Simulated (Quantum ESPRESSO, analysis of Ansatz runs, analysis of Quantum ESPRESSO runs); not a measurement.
**N-H pair in ZnSe: local vibrational mode against experiment (Quantum ESPRESSO)**

Subject: N-H pair in ZnSe. Wanted: its local vibrational mode, in one set-up (QE: PBE, GBRV 1.5 PBE, 32-site cell, PBE lattice, k: the single point 1/4 1/4 1/4). The model is a cell of 32 host atoms with N put on another atom's site and H put in between. The frequencies come from force constants among the defect atom and its neighbours, with the masses of the isotopes named. Other potentials or another program check that the number doesn't hang on one set of files.

**The experiment.** N-H stretch, 1H: 3194 cm⁻¹ at 9 K, by FTIR absorption and Raman spectroscopy (quoted in “Hydrogen in Compound Semiconductors”, 1993, E.E. Haller, quoting earlier work). N-H wag, 1H: 783 cm⁻¹ at 9 K, by FTIR absorption and Raman spectroscopy (quoted in “Hydrogen in Compound Semiconductors”, 1993, E.E. Haller, quoting earlier work). The calculation is set beside it at the end.

Calculated with Quantum ESPRESSO 7.5; Quantum ESPRESSO plane-wave DFT, PBE, GBRV 1.5 PBE potentials; relaxation of all atoms of a defect supercell.

### 1. The structure

The cell holds 33 atoms: 16 Zn, 15 Se, 1 N and 1 H. Its edges and angles: a = 9.922 Å, b = 9.922 Å, c = 9.922 Å, α = 109.5°, β = 109.5°, γ = 109.5°. It derives from ZnSe (space group F-43m). Nearest the centre at fractional (0.460, 0.710, 0.460): H33 at 0.39 Å, N28 at 0.63 Å, Zn7 at 2.54 Å, Zn16 at 2.63 Å, Zn9 at 2.64 Å, Zn12 at 2.65 Å, Se22 at 3.74 Å, Se19 at 3.74 Å.

The host's primitive cell comes from a first run (Quantum ESPRESSO plane-wave DFT, PBE, GBRV 1.5 PBE potentials; relaxation of cell and atoms of a defect-free cell): vectors of 4.051, 4.051 and 4.051 Å. That is 23.50 Å³ an atom, 3.3 % over the diffraction cell's volume. The supercell is built on it.

### 2. Relaxation, charge 0

Every later number rests on the structure around the defect, so the atoms are relaxed at the host's lattice first.

File pw.in:

```
&CONTROL
  calculation = 'relax'
  prefix = 'pwscf'
  outdir = './tmp'
  pseudo_dir = './pseudo'
  tprnfor = .true.
  disk_io = 'low'
  nstep = 70
  forc_conv_thr = 0.00039
  etot_conv_thr = 0.0001
/
&SYSTEM
  ibrav = 0
  nat = 33
  ntyp = 4
  ecutwfc = 45
  ecutrho = 360
  nbnd = 212
  occupations = 'smearing'
  smearing = 'fd'
  degauss = 0.00073499
  nosym = .true.
/
&ELECTRONS
  conv_thr = 3d-08
  electron_maxstep = 100
  mixing_beta = 0.5
/
&IONS
  ion_dynamics = 'bfgs'
/
ATOMIC_SPECIES
Zn    65.3800 zn_pbe_v1.uspp.F.UPF
Se    78.9710 se_pbe_v1.uspp.F.UPF
N     14.0070 n_pbe_v1.2.uspp.F.UPF
H      1.0080 h_pbe_v1.4.uspp.F.UPF
CELL_PARAMETERS angstrom
  -5.7287055320    5.7287055320   -5.7287055320
   5.7287055320    5.7287055320    5.7287055320
   5.7287055320   -5.7287055320   -5.7287055320
ATOMIC_POSITIONS crystal
Zn    -0.0024474748   -0.0014688160   -0.0014318860
Zn    -0.0012305641    0.2492148565    0.7510681062
Zn     0.0023644473    0.5012319357    0.5006212719
Zn     0.0019501784    0.7502334305    0.2497088512
Zn     0.2518852918   -0.0003563469    0.7500699241
Zn     0.2504604277    0.2520445912    0.4998373678
Zn     0.2056259496    0.4531846004    0.2046773272
Zn     0.2498673638    0.7478314488   -0.0004167294
Zn     0.5010756961   -0.0000810265    0.4986137270
Zn     0.5013945551    0.2510103607    0.2524384496
Zn     0.4998535452    0.4999240034   -0.0020862381
Zn     0.5020548849    0.7501591132    0.7514979662
Zn     0.7480382430    0.0000174578    0.2485701019
Zn     0.7480549104    0.2477433493   -0.0016741488
Zn     0.7515823628    0.4993865122    0.7511227659
Zn     0.7478208482    0.7483931208    0.4979261202
Se     0.0014052948   -0.0010528499    0.7500345253
Se     0.0020687272    0.2501469929    0.5014525619
Se    -0.0009528885    0.4979269697    0.2500829723
Se     0.0016034815    0.7494610636    0.0012214501
Se     0.2516368904    0.0018239795    0.5023274097
Se     0.2495434015    0.2493699883    0.2515821145
Se     0.2512721721    0.4994110049   -0.0010567155
Se     0.2504664575    0.7517177502    0.7521276445
Se     0.4986362607   -0.0002193266    0.2478497295
Se     0.5014367347    0.2507187201    0.0023575898
Se     0.5002724648    0.4991353912    0.7515697991
N      0.5238756696    0.7727590589    0.5235977028
Se     0.7489429189    0.0008908633    0.0011803145
Se     0.7479911622    0.2477562187    0.7486671140
Se     0.7516318884    0.4997020924    0.5015330607
Se     0.7494645082    0.7497464216    0.2517045783
H      0.4224521349    0.6709126255    0.4201498513
K_POINTS crystal
1
0.25 0.25 0.25 1.0
```

Launch:

```sh
OMP_NUM_THREADS=1 mpirun -n 8 pw.x -in pw.in > pw.out
```

Output:

```text
This program is part of the open-source Quantum ESPRESSO suite
     for quantum simulation of materials; please cite
         "P. Giannozzi et al., J. Phys.:Condens. Matter 21 395502 (2009);
         "P. Giannozzi et al., J. Phys.:Condens. Matter 29 465901 (2017);
         "P. Giannozzi et al., J. Chem. Phys. 152 154105 (2020);
          URL
     in publications or presentations arising from this work. More details at

     Subspace diagonalization in iterative solution of the eigenvalue problem:
     one sub-group per band group will be used
     scalapack distributed-memory algorithm (size of sub-group:  2*  2 procs)

     --------------------
     sticks:   dense  smooth     PW     G-vecs:    dense   smooth      PW
     Min        1188     593    158                73238    25854    3607
     Max        1190     594    159                73240    25855    3611
     Sum        9513    4747   1267               585913   206835   28867

     Using Slab Decomposition

     bravais-lattice index     =            0
     lattice parameter (alat)  =      18.7506  a.u.
     unit-cell volume          =    5074.8837 (a.u.)^3
     number of atoms/cell      =           33
     number of atomic types    =            4
     number of electrons       =       416.00
     number of Kohn-Sham states=          212
     kinetic-energy cutoff     =      45.0000  Ry
     charge density cutoff     =     360.0000  Ry
     scf convergence threshold =      3.0E-08
     mixing beta               =       0.5000
     number of iterations used =            8  plain     mixing
     energy convergence thresh.=      1.0E-04
     force convergence thresh. =      3.9E-04
     Exchange-correlation=  SLA  PW   PBX  PBC
                           (   1   4   3   4   0   0   0)
     nstep                     =           70

     celldm(1)=  18.750636  celldm(2)=   0.000000  celldm(3)=   0.000000
     celldm(4)=   0.000000  celldm(5)=   0.000000  celldm(6)=   0.000000

     crystal axes: (cart. coord. in units of alat)
               a(1) = (  -0.577350   0.577350  -0.577350 )
               a(2) = (   0.577350   0.577350   0.577350 )
               a(3) = (   0.577350  -0.577350  -0.577350 )

     reciprocal axes: (cart. coord. in units 2 pi/alat)
               b(1) = (  0.000000  0.866025 -0.866025 )
               b(2) = (  0.866025  0.866025 -0.000000 )
               b(3) = (  0.866025  0.000000 -0.866025 )

     PseudoPot. # 1 for Zn read from file:
     zn_pbe_v1.uspp.F.UPF
     Pseudo is Ultrasoft, Zval = 20.0
     Generated by new atomic code, or converted to UPF format
     Using radial grid of  943 points,  6 beta functions with:
                l(1) =   0
                l(2) =   0
                l(3) =   1
                l(4) =   1
                l(5) =   2
                l(6) =   2
     Q(r) pseudized with  8 coefficients,  rinner =    1.100   1.100   1.100
                                                       1.100   1.100

     PseudoPot. # 2 for Se read from file:
     se_pbe_v1.uspp.F.UPF
     Pseudo is Ultrasoft + core correction, Zval =  6.0
     Generated by new atomic code, or converted to UPF format
     Using radial grid of  877 points,  6 beta functions with:
                l(1) =   0
                l(2) =   0
                l(3) =   1
                l(4) =   1
                l(5) =   2
                l(6) =   2
     Q(r) pseudized with  8 coefficients,  rinner =    1.300   1.300   1.300
                                                       1.300   1.300

     PseudoPot. # 3 for N  read from file:
     n_pbe_v1.2.uspp.F.UPF
     Pseudo is Ultrasoft + core correction, Zval =  5.0
     Generated by new atomic code, or converted to UPF format
     Using radial grid of  729 points,  4 beta functions with:
                l(1) =   0
                l(2) =   0
                l(3) =   1
                l(4) =   1
     Q(r) pseudized with  8 coefficients,  rinner =    0.900   0.900   0.900

     PseudoPot. # 4 for H  read from file:
     h_pbe_v1.4.uspp.F.UPF
     Pseudo is Ultrasoft, Zval =  1.0
     Generated by new atomic code, or converted to UPF format
     Using radial grid of  615 points,  2 beta functions with:
                l(1) =   0
                l(2) =   0
     Q(r) pseudized with  8 coefficients,  rinner =    0.700

     atomic species   valence    mass     pseudopotential
     Zn               20.00    65.38000     Zn( 1.00)
     Se                6.00    78.97100     Se( 1.00)
     N                 5.00    14.00700     N ( 1.00)
     H                 1.00     1.00800     H ( 1.00)

     No symmetry found

   Cartesian axes

     site n.     atom                  positions (alat units)
         1        Zn     tau(   1) = (  -0.0002617  -0.0014344   0.0013917  )
         2        Zn     tau(   2) = (   0.5782241  -0.2904556  -0.2890346  )
         3        Zn     tau(   3) = (   0.5770551   0.0017177  -0.0010125  )
         4        Zn     tau(   4) = (   0.5761910   0.2901039   0.2878521  )
         5        Zn     tau(   5) = (   0.2874213  -0.2878328  -0.5786849  )
         6        Zn     tau(   6) = (   0.2894959   0.0015402  -0.2876666  )
         7        Zn     tau(   7) = (   0.2610986   0.2621939   0.0247575  )
         8        Zn     tau(   8) = (   0.2872591   0.5762623   0.2877403  )
         9        Zn     tau(   9) = (  -0.0014682   0.0013746  -0.5772177  )
        10        Zn     tau(  10) = (   0.0011860   0.2886558  -0.2903048  )
        11        Zn     tau(  11) = (  -0.0011638   0.5784263   0.0012452  )
        12        Zn     tau(  12) = (   0.5771206   0.2890885  -0.2906345  )
        13        Zn     tau(  13) = (  -0.2883580   0.2883781  -0.5753820  )
        14        Zn     tau(  14) = (  -0.2898216   0.5758910  -0.2878884  )
        15        Zn     tau(  15) = (   0.2880556   0.2885863  -0.5792663  )
        16        Zn     tau(  16) = (   0.2878082   0.5763618  -0.2871474  )
        17        Se     tau(  17) = (   0.4316134  -0.4328292  -0.4344518  )
        18        Se     tau(  18) = (   0.4327418  -0.1438970  -0.1462857  )
        19        Se     tau(  19) = (   0.4324139   0.1425426   0.1436429  )
        20        Se     tau(  20) = (   0.4324810   0.4329221   0.4310706  )
        21        Se     tau(  21) = (   0.1457893  -0.1436832  -0.4342484  )
        22        Se     tau(  22) = (   0.1451509   0.1427968  -0.1453511  )
        23        Se     tau(  23) = (   0.1426529   0.4340172   0.1438731  )
        24        Se     tau(  24) = (   0.7236387   0.1443702  -0.1448435  )
[...]
convergence has been achieved in   6 iterations

     Forces acting on atoms (cartesian axes, Ry/au):

     atom    1 type  1   force =    -0.00001587   -0.00001887    0.00004438
     atom    2 type  1   force =    -0.00000589    0.00010066    0.00004352
     atom    3 type  1   force =    -0.00004267   -0.00003996   -0.00005090
     atom    4 type  1   force =    -0.00006068    0.00004211    0.00008126
     atom    5 type  1   force =    -0.00001931   -0.00000533   -0.00000270
     atom    6 type  1   force =     0.00002223   -0.00005443    0.00006242
     atom    7 type  1   force =     0.00015050    0.00017201    0.00003687
     atom    8 type  1   force =     0.00004423   -0.00001999    0.00004443
     atom    9 type  1   force =     0.00009504    0.00008862   -0.00001081
     atom   10 type  1   force =    -0.00011745    0.00005061    0.00001447
     atom   11 type  1   force =    -0.00006241   -0.00002231   -0.00003755
     atom   12 type  1   force =     0.00012099    0.00000777   -0.00012357
     atom   13 type  1   force =    -0.00001760    0.00001381   -0.00001755
     atom   14 type  1   force =     0.00002563   -0.00002156    0.00001758
     atom   15 type  1   force =     0.00001474    0.00003191    0.00002430
     atom   16 type  1   force =    -0.00000462    0.00010008   -0.00011396
[...]
Total force =     0.000979     Total SCF correction =     0.000045
     Energy error            =      1.4E-06 Ry
     Gradient error          =      3.9E-04 Ry/Bohr

     number of scf cycles    =  28
     number of bfgs steps    =  27

     energy             old  =   -8061.6886530388 Ry
     energy             new  =   -8061.6886544259 Ry

     CASE: energy            _new < energy            _old

     new trust radius        =       0.0009053899 bohr
     new conv_thr            =       0.0000000003 Ry

ATOMIC_POSITIONS (crystal)
Zn              -0.0018066499       -0.0055003536       -0.0018545987
Zn              -0.0018336862        0.2475157145        0.7451042151
Zn               0.0005072482        0.5034653532        0.5080663323
Zn               0.0005532369        0.7575448886        0.2540687288
Zn               0.2451839791       -0.0064984855        0.7440773523
Zn               0.2540751451        0.2498652630        0.5080979963
Zn               0.1820447442        0.4314338518        0.1819948075
Zn               0.2540731211        0.7574763195        0.0003710299
Zn               0.5143997068       -0.0276962788        0.5142329338
Zn               0.5080949465        0.2499183140        0.2540610284
Zn               0.5081506837        0.5035089033        0.0004414693
Zn               0.5143914594        0.7637070615        0.7227947638
Zn               0.7440699698       -0.0065176285        0.2449887552
Zn               0.7451516611        0.2475543005       -0.0018784013
Zn               0.7440950359        0.4944176191        0.7440240558
Zn               0.7231251023        0.7638208562        0.5143498347
[...]
NEW-OLD atomic charge density approx. for the potential

     Self-consistent Calculation

     iteration #  1     ecut=    45.00 Ry     beta= 0.50
     Davidson diagonalization with overlap
     ethr =  1.00E-06,  avg # of iterations =  3.0

     Threshold (ethr) on eigenvalues was too large:
     Diagonalizing with lowered threshold

     Davidson diagonalization with overlap
     ethr =  8.06E-11,  avg # of iterations =  6.0

     total energy              =   -8061.68865509 Ry
     estimated scf accuracy    <       0.00000019 Ry

     iteration #  2     ecut=    45.00 Ry     beta= 0.50
     Davidson diagonalization with overlap
     ethr =  4.66E-11,  avg # of iterations =  4.0

     total energy              =   -8061.68865513 Ry
     estimated scf accuracy    <       0.00000013 Ry

     iteration #  3     ecut=    45.00 Ry     beta= 0.50
     Davidson diagonalization with overlap
     ethr =  3.13E-11,  avg # of iterations =  3.0

     total energy              =   -8061.68865516 Ry
     estimated scf accuracy    <          8.8E-09 Ry

     iteration #  4     ecut=    45.00 Ry     beta= 0.50
     Davidson diagonalization with overlap
     ethr =  2.12E-12,  avg # of iterations =  5.0

     total energy              =   -8061.68865516 Ry
     estimated scf accuracy    <          1.7E-09 Ry

     iteration #  5     ecut=    45.00 Ry     beta= 0.50
     Davidson diagonalization with overlap
     ethr =  4.06E-13,  avg # of iterations =  5.0

     End of self-consistent calculation

          k = 0.4330 0.4330-0.4330 ( 25876 PWs)   bands (ev):

  -119.9316-119.4117-119.4117-119.4117-119.4116-119.4115-119.4114-119.4001
  -119.4001-119.3999-119.3267-119.3266-119.3265-119.1098-119.1097-119.1089
[...]
-0.2494  -0.1970  -0.1869  -0.1868  -0.1192  -0.1190  -0.0982  -0.0889
    -0.0887  -0.0851  -0.0580  -0.0578  -0.0174  -0.0170   0.0088   0.0426
     0.8901   1.1896   1.2954   1.2955   1.3688   1.3739   1.3742   1.3858
     1.3860   1.4602   1.5625   1.5629   2.1772   2.7706   2.8218   2.8218
     2.9984   3.3271   3.3271   3.4232   3.4909   3.4911   3.5166   3.5187
     3.5576   3.5577   3.6154   3.6155   3.9308   4.2146   4.2148   4.2438
     4.2440   4.2984   4.2986   4.3143   4.3506   4.4082   4.4111   4.4114
     5.1044   5.2139   5.2140   5.3579   5.3581   5.3915   5.3918   5.4025
     8.0820   8.3282   8.4500   8.4503

     the Fermi energy is     6.5412 ev

!    total energy              =   -8061.68865516 Ry
     estimated scf accuracy    <          1.8E-10 Ry
     smearing contrib. (-TS)   =       0.00000000 Ry
     internal energy E=F+TS    =   -8061.68865516 Ry

     The total energy is F=E-TS. E is the sum of the following terms:
     one-electron contribution =   -7635.85049067 Ry
     hartree contribution      =    3911.97607233 Ry
     xc contribution           =   -1127.04268642 Ry
     ewald contribution        =   -3210.77155040 Ry

     convergence has been achieved in   5 iterations

     Forces acting on atoms (cartesian axes, Ry/au):

[...]
atom   26 type  2   force =    -0.00000600   -0.00005579    0.00005932
     atom   27 type  2   force =     0.00006641   -0.00003531   -0.00002517
     atom   28 type  3   force =     0.00002896   -0.00021588    0.00023069
     atom   29 type  2   force =     0.00002808   -0.00008963   -0.00006106
     atom   30 type  2   force =     0.00007209    0.00006480    0.00007913
     atom   31 type  2   force =     0.00002592    0.00005396    0.00002429
     atom   32 type  2   force =    -0.00004202   -0.00003170   -0.00003232
     atom   33 type  4   force =     0.00009924    0.00004107   -0.00005045

     Total force =     0.000565     Total SCF correction =     0.000062
     SCF correction compared to forces is large: reduce conv_thr to get better values
     Energy error            =      7.3E-07 Ry
     Gradient error          =      2.3E-04 Ry/Bohr

     bfgs converged in  29 scf cycles and  28 bfgs steps
     (criteria: energy <  1.0E-04 Ry, force <  3.9E-04 Ry/Bohr)

     End of BFGS Geometry Optimization

     Final energy             =   -8061.6886551577 Ry

     File ./tmp/pwscf.bfgs deleted, as requested
Begin final coordinates

ATOMIC_POSITIONS (crystal)
[...]
Se               0.4961416923        0.2474926001       -0.0019532746
Se               0.5010848816        0.5089388065        0.7480321395
N                0.5363911469        0.7856232297        0.5361358102
Se               0.7502612270       -0.0003647393       -0.0014221287
Se               0.7502608378        0.2480151351        0.7501954967
Se               0.7481564676        0.5089346995        0.5010247940
Se               0.7481790796        0.7505038073        0.2595097734
H                0.4321082520        0.6812375865        0.4317287203
End final coordinates

=------------------------------------------------------------------------------=
   JOB DONE.
=------------------------------------------------------------------------------=
```

It took 27 min on 8 MPI ranks of Arm Neoverse V1, shared host; peak memory 3.2 GiB.

The steps of the relaxation (22 of 29):

```csv
step,energy less that of the first step (eV)
0,0.0000
1,-0.2652
3,-1.1583
4,-1.3343
5,-1.4163
7,-1.5131
8,-1.5479
9,-1.5569
11,-1.5711
12,-1.5770
13,-1.5807
15,-1.5850
16,-1.5860
17,-1.5866
19,-1.5873
20,-1.5875
21,-1.5877
23,-1.5879
24,-1.5879
25,-1.5879
27,-1.5880
28,-1.5880
```

The atoms that moved most (Å):

```csv
atom,dx,dy,dz,length
Zn9,-0.145,-0.171,-0.324,0.394
Zn12,-0.157,0.313,0.171,0.390
Zn16,0.324,-0.147,0.136,0.381
Zn7,-0.119,-0.130,0.140,0.225
N28,0.074,0.074,-0.070,0.125
Se25,0.040,-0.066,-0.093,0.121
Se24,-0.083,0.069,-0.036,0.114
Se27,0.031,0.081,0.072,0.113
```

Final coordinates:

```xyz
33
Lattice="-5.7287 5.7287 -5.7287 5.7287 5.7287 5.7287 5.7287 -5.7287 -5.7287" Properties=species:S:1:pos:R:3 pbc="T T T"
Zn   -0.0318   -0.0312   -0.0105
Zn    5.6969   -2.8610   -2.8400
Zn    5.7919   -0.0235   -0.0293
Zn    5.7921    2.8874    2.8811
Zn    2.8208   -2.8952   -5.7044
Zn    2.8866   -0.0238   -2.9349
Zn    2.4713    2.4718    0.3861
Zn    2.8860    5.7927    2.8817
Zn   -0.1596   -0.1577   -6.0514
Zn   -0.0236    2.8870   -2.9345
Zn   -0.0241    5.7930   -0.0291
Zn    5.5689    3.1812   -2.7124
Zn   -2.8964    2.8218   -5.7034
Zn   -2.8613    5.6977   -2.8398
Zn    2.8320    2.8328   -5.6926
Zn    3.1797    5.5717   -2.7134
Se    4.3034   -4.3068   -4.2930
Se    4.2704   -1.4356   -1.4130
Se    4.3384    1.4006    1.4574
Se    4.2701    4.2710    4.2931
Se    1.3688   -1.3973   -4.3719
Se    1.4002    1.4004   -1.4809
Se    1.3998    4.3392    1.4574
Se    7.0970    1.5011   -1.4734
Se   -1.3984    1.3698   -4.3710
Se   -1.4356    4.2713   -1.4132
Se    4.3302    1.5009   -4.2403
N     4.4991    4.5021   -1.6436
Se   -4.3083    4.3041   -4.2920
Se    1.4204    1.4212   -7.1749
Se    1.4998    4.3313   -4.2407
Se    1.5000    7.0989   -1.4733
H     3.9004    3.9048   -1.0461
```

Neighbours of the ideal centre at the end:

```csv
atom,distance (Å)
H33,0.284
N28,0.752
Zn9,2.299
Zn12,2.305
Zn16,2.308
Zn7,2.763
Se19,3.779
Se23,3.779
Se22,3.784
```

Neighbours of the added atoms: H33: N28 1.04, Zn16 2.47, Zn9 2.47 Å.

[end of part 1 of 2]

[Logs are printed without paths, hosts, clocks, repeated set-up lines and the standing remarks that a program may print on its own settings, such as how far it seeks lower states.]

[Hosts, paths, dates, database ids (printed as entryN), source tags and the programs' standing remarks are cut or masked in the printed files.]

[For some hosts the program warned that the k-mesh of the response run may be too coarse for force constants and the static dielectric constant; such warnings are not shown here.]
